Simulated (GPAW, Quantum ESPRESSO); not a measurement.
# CSO (R3m): the O K absorption edge, part 2 of 2

Aim: the O K edge of CSO (R3m) by two routes, a Lanczos recursion (XSpectra) and a sum over empty bands (GPAW), to see which features are robust.

Quantum ESPRESSO 7.5 and GPAW 26.7.0; core-hole supercells, plane-wave PAW LDA.

So far. Step 11 (Excitation energy, O atom 2 (Quantum ESPRESSO)): The total-energy difference is 537.53 eV. With the free-atom term of -8.83 eV for this edge, the photon energy is 528.70 eV. Step 12 (The field without a hole (GPAW)): The mesh shows a gap of 4.79 eV, so the hole is first treated in a charged cell, without the excited electron.

### Step 13. Spectrum without a core hole, O atom 2 (GPAW)

Without a hole the spectrum is the empty density of states of the right symmetry on the absorber, weighted by matrix elements. It needs only the small cell and serves as the baseline. The data set with a hole of occupation 0 only carries the core orbital.

xas.py reads:

```python
import numpy as np
from ase import Atoms
from ase.parallel import parprint, paropen
from gpaw import GPAW, PW, FermiDirac, Mixer, MixerDif, setup_paths
from gpaw.test import gen
setup_paths.insert(0, '.')
gen('O', name='nch1s', xcname='LDA', corehole=(1, 0, 0), write_xml=True)
from gpaw.mpi import world
world.barrier()

atoms = Atoms('SOC',
    cell=[[3.29398903, 1.90178545, 2.02351958],
     [-3.29398903, 1.90178545, 2.02351958],
     [0, -3.8035709, 2.02351958]],
    scaled_positions=[[0.541004, 0.541004, 0.541004],
     [0.991493, 0.991493, 0.991493],
     [0.797703, 0.797703, 0.797703]],
    pbc=True)
atoms.calc = calc = GPAW(legacy_gpaw=True, mode=PW(500), xc='LDA', setups={1: 'nch1s'},
    kpts={'size': (6, 6, 6), 'gamma': True}, occupations=FermiDirac(0.02),
    charge=0, mixer=Mixer(0.1, 5, 50), maxiter=150,
    convergence={'density': 0.0001}, txt='scf.txt')
energy = atoms.get_potential_energy() + calc.get_reference_energy()
ef = calc.get_fermi_level()
out = dict(energy=energy, fermi=ef, forces=atoms.get_forces().tolist())
parprint(f'all-electron energy {energy:.4f} eV, Fermi level {ef:.4f} eV')
ev = np.array([[calc.get_eigenvalues(k, s) for k in range(len(calc.get_ibz_k_points()))] for s in range(calc.get_number_of_spins())])
out['homo'], out['lumo'], out['counts'] = ev[ev < ef].max(), ev[ev > ef].min(), sorted(set((ev < ef).sum((0, 2)).tolist()))
out['filled'] = (ev[:, 0] < ef).sum(1).tolist()

from ase.units import Ha
from gpaw.xas import dipole_matrix_elements
nb = int(calc.get_number_of_electrons() / 2) + 48
top, nb = nb, nb + 8 + nb // 12
nscf = calc.fixed_density(kpts={'size': (6, 6, 6), 'gamma': True}, nbands=nb,
    convergence={'bands': top, 'eigenstates': 1e-5}, maxiter=60, txt='nscf.txt')
cell = atoms.cell.array
ops = [cell.T @ U.T @ np.linalg.inv(cell.T) for U in nscf.wfs.kd.symmetry.op_scc]
filled = [8]  # bands filled in the ground state, by spin
E = np.arange(-25, 34, 0.1)
fwhm = np.interp(E, [4, 25], [0.9, 3.5])
Y, X, zero, highest = 0, 0, 1e9, 1e9
for spin in range(nscf.get_number_of_spins()):
    wfs = nscf.wfs
    A = dipole_matrix_elements(wfs.setups[1])
    eps = np.zeros((wfs.kd.nibzkpts, nb))
    d = np.zeros((3, A.shape[1], wfs.kd.nibzkpts, nb), complex)
    for kpt in wfs.kpt_u:
        if kpt.s == spin and 1 in kpt.P_ani:
            eps[kpt.k] = kpt.eps_n * Ha
            d[:, :, kpt.k] = (kpt.weight * wfs.nspins / 2) ** 0.5 * np.inner(A, kpt.P_ani[1])
    world.sum(eps)
    world.sum(d)
    T = np.einsum('amkn,bmkn->abkn', d, d.conj()).real
    T = sum(np.einsum('ai,ijkn,bj->abkn', R, T, R) for R in ops) / len(ops)
    empty = np.ones_like(eps, bool) & (np.arange(nb) >= filled[spin])
    zero, highest = min(zero, eps[empty].min()), min(highest, eps[:, top - 1].min())
    lines = [(eps, T, empty)] if spin == 0 else lines + [(eps, T, empty)]
for eps, T, empty in lines:
    f = np.einsum('aakn->akn', T).reshape(3, -1)
    x = eps.ravel() - zero
    w = np.interp(x, E, fwhm) / 2.35482
    g = np.exp(-0.5 * ((E[:, None] - x) / w) ** 2) / (w * (2 * np.pi) ** 0.5)
    Y = Y + (f * empty.ravel()) @ g.T
    X = X + (f * ~empty.ravel()) @ g.T
out.update(E=E.round(2).tolist(), xas=Y.tolist(), xes=X.tolist(), zero=zero, valid=highest - zero, nk=len(eps), nb=nb)
for i in range(0, len(E), 10):
    parprint(f'{E[i]:7.2f}', *(f'{v:10.3e}' for v in Y[:, i]))
import json
with paropen('out.json', 'w') as f:
    json.dump(out, f)
```

Started as:

```sh
> OMP_NUM_THREADS=1 mpirun -n 4 gpaw python xas.py
```

Run time: 32 s. Hardware: 4 MPI ranks of Arm Neoverse V2, shared host; peak memory 0.28 GiB; 2.1 min of CPU time.

The O K spectrum, O atom 2, no core hole (energy from the lowest empty level; intensity scaled to a mean of 1 over the first 20 eV; polarised curves are means over the symmetry-equivalent atoms):

```csv
E (eV),isotropic,ε ⊥ c,ε ∥ c
-2.0,0.00,0.00,0.00
-1.0,0.03,0.05,0.00
0.0,4.61,6.88,0.05
1.0,2.58,3.82,0.08
2.0,0.37,0.19,0.73
3.0,0.61,0.16,1.52
4.0,0.62,0.52,0.83
5.0,0.83,0.91,0.66
6.0,0.54,0.39,0.85
7.0,0.42,0.33,0.59
8.0,0.67,0.58,0.86
9.0,0.70,0.58,0.94
10.0,0.73,0.61,0.97
11.0,0.83,0.80,0.91
12.0,1.10,1.01,1.29
13.0,1.08,0.91,1.42
14.0,0.96,0.78,1.33
15.0,0.99,0.78,1.42
16.0,0.90,0.66,1.38
17.0,0.78,0.52,1.31
18.0,0.78,0.52,1.29
19.0,0.81,0.59,1.26
20.0,0.82,0.63,1.21
21.0,0.83,0.65,1.18
22.0,0.82,0.67,1.14
23.0,0.80,0.68,1.05
24.0,0.76,0.67,0.95
25.0,0.75,0.66,0.93
26.0,0.79,0.68,1.01
27.0,0.89,0.75,1.16
28.0,0.97,0.80,1.30
29.0,0.97,0.78,1.33
30.0,0.88,0.72,1.21
31.0,0.75,0.62,1.00
32.0,0.62,0.53,0.79
```

Main maxima below 24 eV (height): 0.4 eV (6.65), 3.6 eV (0.82), 5.1 eV (0.84) and 12.4 eV (1.14). 

The same matrix elements for filled bands give the O K emission of O atom 2 (ground-state approximation; energy from the lowest empty level, largest value 1):

```csv
E (eV),emission
-24.00,0.00
-23.25,0.00
-22.50,0.00
-21.75,0.00
-21.00,0.00
-20.25,0.00
-19.50,0.00
-18.75,0.00
-18.00,0.00
-17.25,0.00
-16.50,0.00
-15.75,0.00
-15.00,0.00
-14.25,0.00
-13.50,0.00
-12.75,0.00
-12.00,0.01
-11.25,0.29
-10.50,0.23
-9.75,0.35
-9.00,0.97
-8.25,0.11
-7.50,0.00
-6.75,0.00
-6.00,0.02
-5.25,0.35
-4.50,0.18
-3.75,0.00
-3.00,0.00
-2.25,0.00
-1.50,0.00
-0.75,0.00
0.00,0.00
0.75,0.00
1.50,0.00
2.25,0.00
3.00,0.00
```

Emission maxima: -11.0 eV (0.39), -9.2 eV (1.00) and -5.0 eV (0.42).

### Step 14. Supercell without a hole, the energy reference (GPAW)

Total energies of two programs can't be mixed, so the cell and mesh of GPAW's hole run get a reference energy of their own.

scf.py reads:

```python
import numpy as np
from ase import Atoms
from ase.parallel import parprint, paropen
from gpaw import GPAW, PW, FermiDirac, Mixer, MixerDif, setup_paths
from gpaw.test import gen
setup_paths.insert(0, '.')
gen('O', name='nch1s', xcname='LDA', corehole=(1, 0, 0), write_xml=True)
from gpaw.mpi import world
world.barrier()

atoms = Atoms('S2O2C2',
    cell=[[0, -3.8035709, -4.04703916],
     [3.29398903, -1.90178545, 4.04703916],
     [-3.29398903, -1.90178545, 4.04703916]],
    scaled_positions=[[0.729498, 0.270502, 0.270502],
     [0.229498, 0.770502, 0.770502],
     [0.5042535, 0.4957465, 0.4957465],
     [0.0042535, 0.9957465, 0.9957465],
     [0.6011485, 0.3988515, 0.3988515],
     [0.1011485, 0.8988515, 0.8988515]],
    pbc=True)
atoms.calc = calc = GPAW(legacy_gpaw=True, mode=PW(500), xc='LDA', setups={2: 'nch1s'},
    kpts={'size': (4, 4, 4), 'gamma': True}, occupations=FermiDirac(0.02),
    charge=0, mixer=Mixer(0.1, 5, 50), maxiter=150,
    convergence={'density': 0.0001}, txt='scf.txt')
energy = atoms.get_potential_energy() + calc.get_reference_energy()
ef = calc.get_fermi_level()
out = dict(energy=energy, fermi=ef, forces=atoms.get_forces().tolist())
parprint(f'all-electron energy {energy:.4f} eV, Fermi level {ef:.4f} eV')
ev = np.array([[calc.get_eigenvalues(k, s) for k in range(len(calc.get_ibz_k_points()))] for s in range(calc.get_number_of_spins())])
out['homo'], out['lumo'], out['counts'] = ev[ev < ef].max(), ev[ev > ef].min(), sorted(set((ev < ef).sum((0, 2)).tolist()))
out['filled'] = (ev[:, 0] < ef).sum(1).tolist()
import json
with paropen('out.json', 'w') as f:
    json.dump(out, f)
```

Started as:

```sh
> OMP_NUM_THREADS=1 mpirun -n 4 gpaw python scf.py
```

Run time: 12 s. Hardware: 4 MPI ranks; peak memory 0.22 GiB; 46 s of CPU time.

Reference energy: -27785.046 eV with the cores included.

### Step 15. Spectrum with FCH, O atom 2 (GPAW)

The holes are 5.6 Å apart. The excited electron is left out and a uniform background balances the charge. After the field has converged, empty bands are computed with the density fixed and the dipole matrix elements are summed.

Edit xas.py of step 13 so:

```diff
@@ -6,3 +6,3 @@
 setup_paths.insert(0, '.')
-gen('O', name='nch1s', xcname='LDA', corehole=(1, 0, 0), write_xml=True)
+gen('O', name='fch1s', xcname='LDA', corehole=(1, 0, 1), write_xml=True)
 from gpaw.mpi import world
@@ -10,12 +10,15 @@
 
-atoms = Atoms('SOC',
-    cell=[[3.29398903, 1.90178545, 2.02351958],
-     [-3.29398903, 1.90178545, 2.02351958],
-     [0, -3.8035709, 2.02351958]],
-    scaled_positions=[[0.541004, 0.541004, 0.541004],
-     [0.991493, 0.991493, 0.991493],
-     [0.797703, 0.797703, 0.797703]],
+atoms = Atoms('S2O2C2',
+    cell=[[0, -3.8035709, -4.04703916],
+     [3.29398903, -1.90178545, 4.04703916],
+     [-3.29398903, -1.90178545, 4.04703916]],
+    scaled_positions=[[0.729498, 0.270502, 0.270502],
+     [0.229498, 0.770502, 0.770502],
+     [0.5042535, 0.4957465, 0.4957465],
+     [0.0042535, 0.9957465, 0.9957465],
+     [0.6011485, 0.3988515, 0.3988515],
+     [0.1011485, 0.8988515, 0.8988515]],
     pbc=True)
-atoms.calc = calc = GPAW(legacy_gpaw=True, mode=PW(500), xc='LDA', setups={1: 'nch1s'},
-    kpts={'size': (6, 6, 6), 'gamma': True}, occupations=FermiDirac(0.02),
+atoms.calc = calc = GPAW(legacy_gpaw=True, mode=PW(500), xc='LDA', setups={2: 'fch1s'},
+    kpts={'size': (4, 4, 4), 'gamma': True}, occupations=FermiDirac(0.02),
     charge=0, mixer=Mixer(0.1, 5, 50), maxiter=150,
@@ -32,5 +35,5 @@
 from gpaw.xas import dipole_matrix_elements
-nb = int(calc.get_number_of_electrons() / 2) + 48
+nb = int(calc.get_number_of_electrons() / 2) + 93
 top, nb = nb, nb + 8 + nb // 12
-nscf = calc.fixed_density(kpts={'size': (6, 6, 6), 'gamma': True}, nbands=nb,
+nscf = calc.fixed_density(kpts={'size': (5, 5, 5), 'gamma': True}, nbands=nb,
     convergence={'bands': top, 'eigenstates': 1e-5}, maxiter=60, txt='nscf.txt')
@@ -38,4 +41,4 @@
 ops = [cell.T @ U.T @ np.linalg.inv(cell.T) for U in nscf.wfs.kd.symmetry.op_scc]
-filled = [8]  # bands filled in the ground state, by spin
-E = np.arange(-25, 34, 0.1)
+filled = [16]  # bands filled in the ground state, by spin
+E = np.arange(-6, 34, 0.1)
 fwhm = np.interp(E, [4, 25], [0.9, 3.5])
@@ -44,3 +47,3 @@
     wfs = nscf.wfs
-    A = dipole_matrix_elements(wfs.setups[1])
+    A = dipole_matrix_elements(wfs.setups[2])
     eps = np.zeros((wfs.kd.nibzkpts, nb))
@@ -48,5 +51,5 @@
     for kpt in wfs.kpt_u:
-        if kpt.s == spin and 1 in kpt.P_ani:
+        if kpt.s == spin and 2 in kpt.P_ani:
             eps[kpt.k] = kpt.eps_n * Ha
-            d[:, :, kpt.k] = (kpt.weight * wfs.nspins / 2) ** 0.5 * np.inner(A, kpt.P_ani[1])
+            d[:, :, kpt.k] = (kpt.weight * wfs.nspins / 2) ** 0.5 * np.inner(A, kpt.P_ani[2])
     world.sum(eps)
```

Started as:

```sh
> OMP_NUM_THREADS=1 mpirun -n 4 gpaw python xas.py
```

Run time: 80 s. Hardware: 4 MPI ranks; peak memory 0.37 GiB; 5.4 min of CPU time.

The O K spectrum, O atom 2, full core hole (charged cell) (energy from the lowest empty level; intensity scaled to a mean of 1 over the first 20 eV; polarised curves are means over the symmetry-equivalent atoms):

```csv
E (eV),isotropic,ε ⊥ c,ε ∥ c
-2.0,0.00,0.00,0.00
-1.5,0.00,0.00,0.00
-1.0,0.16,0.24,0.00
-0.5,2.35,3.53,0.00
0.0,6.35,9.53,0.00
0.5,3.12,4.68,0.00
1.0,0.28,0.42,0.00
1.5,0.05,0.01,0.13
2.0,0.45,0.02,1.32
2.5,1.44,0.06,4.18
3.0,1.55,0.10,4.45
3.5,0.61,0.06,1.71
4.0,0.25,0.04,0.68
4.5,0.27,0.07,0.67
5.0,0.40,0.14,0.92
5.5,0.52,0.29,1.00
6.0,0.59,0.46,0.84
6.5,0.73,0.65,0.89
7.0,0.86,0.69,1.20
7.5,0.87,0.50,1.61
8.0,0.80,0.32,1.75
8.5,0.74,0.33,1.57
9.0,0.85,0.48,1.61
9.5,1.02,0.63,1.79
10.0,1.04,0.70,1.71
10.5,0.98,0.70,1.54
11.0,1.00,0.71,1.58
11.5,1.08,0.76,1.72
12.0,1.19,0.86,1.85
12.5,1.31,0.98,1.99
13.0,1.40,1.05,2.11
13.5,1.39,1.02,2.12
14.0,1.28,0.92,2.00
14.5,1.15,0.82,1.82
15.0,1.06,0.74,1.70
15.5,1.03,0.72,1.66
16.0,1.04,0.73,1.67
16.5,1.06,0.75,1.67
17.0,1.04,0.75,1.62
17.5,1.00,0.72,1.54
18.0,0.93,0.67,1.44
18.5,0.86,0.61,1.35
19.0,0.82,0.58,1.28
19.5,0.80,0.58,1.22
20.0,0.80,0.61,1.17
20.5,0.82,0.66,1.14
21.0,0.84,0.70,1.12
21.5,0.87,0.74,1.13
22.0,0.89,0.76,1.15
22.5,0.91,0.78,1.16
23.0,0.91,0.79,1.15
23.5,0.90,0.79,1.11
24.0,0.88,0.80,1.06
24.5,0.87,0.80,0.99
25.0,0.85,0.81,0.94
25.5,0.85,0.82,0.91
26.0,0.85,0.83,0.91
26.5,0.87,0.84,0.93
27.0,0.89,0.85,0.97
27.5,0.92,0.87,1.02
28.0,0.96,0.89,1.08
28.5,0.99,0.91,1.14
29.0,1.01,0.92,1.18
29.5,1.01,0.92,1.19
30.0,0.98,0.90,1.16
30.5,0.94,0.86,1.10
31.0,0.88,0.82,1.00
31.5,0.81,0.77,0.90
32.0,0.75,0.72,0.80
```

Main maxima below 24 eV (height): 0.0 eV (6.35), 2.8 eV (1.71), 7.3 eV (0.88) and 13.2 eV (1.41). 

The hole costs E(hole) − E(ground) = 536.40 eV, and the lowest empty level of the hole cell on the spectrum's mesh lies at 0.53 eV, which puts the zero at 536.93 eV. With the free-atom term of -8.83 eV for this edge, the photon energy is 528.10 eV.

### Step 16. Excitation energy, O atom 2 (GPAW)

Changed against the first core-hole run: core hole to XCH, with the smearing that suits a partly filled band.

Edit scf.py of step 14 so:

```diff
@@ -6,3 +6,3 @@
 setup_paths.insert(0, '.')
-gen('O', name='nch1s', xcname='LDA', corehole=(1, 0, 0), write_xml=True)
+gen('O', name='fch1s', xcname='LDA', corehole=(1, 0, 1), write_xml=True)
 from gpaw.mpi import world
@@ -21,5 +21,5 @@
     pbc=True)
-atoms.calc = calc = GPAW(legacy_gpaw=True, mode=PW(500), xc='LDA', setups={2: 'nch1s'},
-    kpts={'size': (4, 4, 4), 'gamma': True}, occupations=FermiDirac(0.02),
-    charge=0, mixer=Mixer(0.1, 5, 50), maxiter=150,
+atoms.calc = calc = GPAW(legacy_gpaw=True, mode=PW(500), xc='LDA', setups={2: 'fch1s'},
+    kpts={'size': (4, 4, 4), 'gamma': True}, occupations=FermiDirac(0.04),
+    charge=-1, mixer=Mixer(0.1, 5, 50), maxiter=150,
     convergence={'density': 0.0001}, txt='scf.txt')
```

Started as:

```sh
> OMP_NUM_THREADS=1 mpirun -n 4 gpaw python scf.py
```

Run time: 11 s. Hardware: 4 MPI ranks; peak memory 0.22 GiB.

The total-energy difference is 537.70 eV. With the free-atom term of -8.83 eV for this edge, the photon energy is 528.87 eV.

### Step 17. The two programs side by side

The line shapes differ (Lorentzian half width 0.4 eV up to 4 eV, rising linearly to 1.75 eV at 25 eV (not a setting of the program: the run's 0.4 eV curve was folded afterwards with a further Lorentzian above 4 eV), against Gaussian full width 0.9 eV up to 4 eV, rising linearly to 3.5 eV at 25 eV), so both get a further Gaussian of 1.5 eV full width before they are compared; the Lorentzian tails remain.

```csv
E (eV),XSpectra,GPAW
-2.00,0.33,0.08
-1.25,0.92,0.73
-0.50,2.18,2.52
0.25,2.67,3.17
1.00,1.60,1.52
1.75,0.96,0.68
2.50,1.08,0.99
3.25,1.01,0.93
4.00,0.70,0.50
4.75,0.59,0.39
5.50,0.64,0.51
6.25,0.75,0.67
7.00,0.84,0.79
7.75,0.87,0.82
8.50,0.88,0.83
9.25,0.94,0.92
10.00,0.99,0.99
10.75,1.01,1.02
11.50,1.06,1.10
12.25,1.13,1.24
13.00,1.18,1.33
13.75,1.15,1.30
14.50,1.07,1.17
15.25,1.00,1.08
16.00,0.97,1.05
16.75,0.94,1.03
17.50,0.89,0.98
18.25,0.84,0.90
19.00,0.79,0.83
19.75,0.77,0.81
20.50,0.76,0.82
21.25,0.77,0.85
22.00,0.77,0.89
22.75,0.77,0.90
23.50,0.76,0.89
24.25,0.74,0.88
25.00,0.73,0.86
25.75,0.73,0.86
26.50,0.73,0.87
27.25,0.73,0.91
28.00,0.75,0.95
28.75,0.75,0.99
29.50,0.74,0.99
30.25,0.71,0.95
31.00,0.66,0.87
31.75,0.61,0.78
```

```csv
,XSpectra,GPAW
k mesh of the spectrum,5×5×5,5×5×5
cutoff (eV),680,500
"highest intensity below 16 eV after the common broadening, eV (height)",0.1 (2.74),0.0 (3.29)
"zero, corrected photon energy (eV)",527.9,528.1
"core time, hole field and spectrum",6.8 min,5.4 min
```

### Step 18. What the core hole does

XSpectra's curves. Both curves are counted from their own zero, so only the shift of weight within the empty states shows.

```csv
E (eV),no hole,FCH
-2.0,0.19,0.22
-1.0,0.53,0.77
0.0,3.49,5.05
1.0,2.30,0.92
2.0,0.75,0.69
3.0,0.73,1.41
4.0,0.71,0.49
5.0,0.85,0.50
6.0,0.63,0.64
7.0,0.47,0.88
8.0,0.70,0.91
9.0,0.69,0.80
10.0,0.79,1.02
11.0,0.80,0.99
12.0,1.11,1.04
13.0,1.05,1.46
14.0,0.88,1.20
15.0,1.13,0.99
16.0,0.89,1.00
17.0,0.71,1.05
18.0,0.78,0.91
19.0,0.82,0.70
20.0,0.80,0.75
21.0,0.78,0.77
22.0,0.77,0.88
23.0,0.80,0.90
24.0,0.69,0.80
25.0,0.68,0.76
26.0,0.68,0.80
27.0,0.80,0.70
28.0,1.02,0.84
29.0,0.93,0.91
30.0,0.77,0.97
31.0,0.62,0.64
32.0,0.51,0.63
```

With each curve scaled to its own mean, the area from −2 to 6 eV with the hole is 9.2 against 10.1, and the centre of weight from −1 to 20 eV moves by +0.6 eV (first and strongest maxima below 20 eV: 0.4 eV (5.05), 12.4 eV (1.30) and 15.0 eV (1.13) without the hole, 0.1 eV (5.16), 2.8 eV (1.50) and 13.2 eV (1.48) with it): the weight at the onset falls, probably as the absorber's own filled states drop away from the neighbours' empty ones and mix less with them. The hole also narrows the gap from 4.8 to 2.2 eV by pulling down the level that sets the zero, so features seem to sit higher above it.

### Step 19. Outcome

| Property | Result |
| --- | --- |
| absorber and edge | O K, atom 2 of the ground-state input (counted from 1) |
| surroundings | 1 C at 1.18 Å (terminal, site symmetry 3m) |
| highest intensity below 16 eV (XSpectra, narrow line) | 0.1 eV above the zero, height 5.16 |
| photon energy of the zero, with the added terms | 527.9 eV (raw 536.7 eV; LDA puts this hole about 4 eV below PBE, itself good to a few eV) |

In words: The two programs agree on where the features lie, less on their heights: 16 % r.m.s. remains over the first 14 eV after a relative shift of 0.0 eV, and their photon-energy zeros differ by 0.2 eV. What differs may come from the PAW partial waves, meshes, cutoffs and line shapes. In XSpectra the O K edge of atom 2, with 1 C at 1.18 Å (terminal, site symmetry 3m), has its highest intensity of the first 16 eV at 0.1 eV above the zero, near 528 eV in photon energy (LDA puts this hole about 4 eV below PBE, itself good to a few eV), 5.2 times the mean level of the first 20 eV (Lorentzian half width 0.4 eV). In XSpectra: With each curve scaled to its own mean, the area from −2 to 6 eV with the hole is 9.2 against 10.1, and the centre of weight from −1 to 20 eV moves by +0.6 eV (first and strongest maxima below 20 eV: 0.4 eV (5.05), 12.4 eV (1.30) and 15.0 eV (1.13) without the hole, 0.1 eV (5.16), 2.8 eV (1.50) and 13.2 eV (1.48) with it): the weight at the onset falls, probably as the absorber's own filled states drop away from the neighbours' empty ones and mix less with them. The hole also narrows the gap from 4.8 to 2.2 eV by pulling down the level that sets the zero, so features seem to sit higher above it. In GPAW: With each curve scaled to its own mean, the area from −2 to 6 eV with the hole is 9.1 against 10.1, and the centre of weight from −1 to 20 eV moves by +0.7 eV (first and strongest maxima below 20 eV: 0.4 eV (6.65), 5.1 eV (0.84) and 12.4 eV (1.14) without the hole, 0.0 eV (6.35), 2.8 eV (1.71) and 13.2 eV (1.41) with it): the weight at the onset falls, probably as the absorber's own filled states drop away from the neighbours' empty ones and mix less with them. The hole also narrows the gap from 4.8 to 2.2 eV by pulling down the level that sets the zero, so features seem to sit higher above it. In XSpectra the neutral-cell energy lies +0.8 eV from the charged-cell zero, a gap made of the charged-cell error and of where the added electron settles. In GPAW the neutral-cell energy lies +0.8 eV from the charged-cell zero, a gap made of the charged-cell error and of where the added electron settles. In XSpectra, at the O K edge of atom 2 polarisation matters most near 0.1 eV, where the curves differ by 7.5 on this scale. The holes are only 5.6 Å apart, so the shape is probably not converged with cell size; no larger cell was run here. Lifetime broadening is put in by hand, and intensities beyond about 20 eV depend on it and on the partial waves. The structure is a computed Materials Project entry and may be a hypothetical form.

[Logs are printed without paths, hosts, clocks, repeated set-up lines and the standing remarks that a program may print on its own settings, such as how far it seeks lower states.]

[Hosts, paths, dates, database ids (printed as entryN), source tags and the programs' standing remarks are cut or masked in the printed files.]

[Lists of maxima count a maximum above −3 eV only where it reaches 4 % of the highest in the window and stands out from its surroundings by 2 % of it (1.5 % where it reaches 55 %); shoulders and weaker maxima are passed over, and of the rest the first, up to two pre-edge ones and the few strongest are named.]
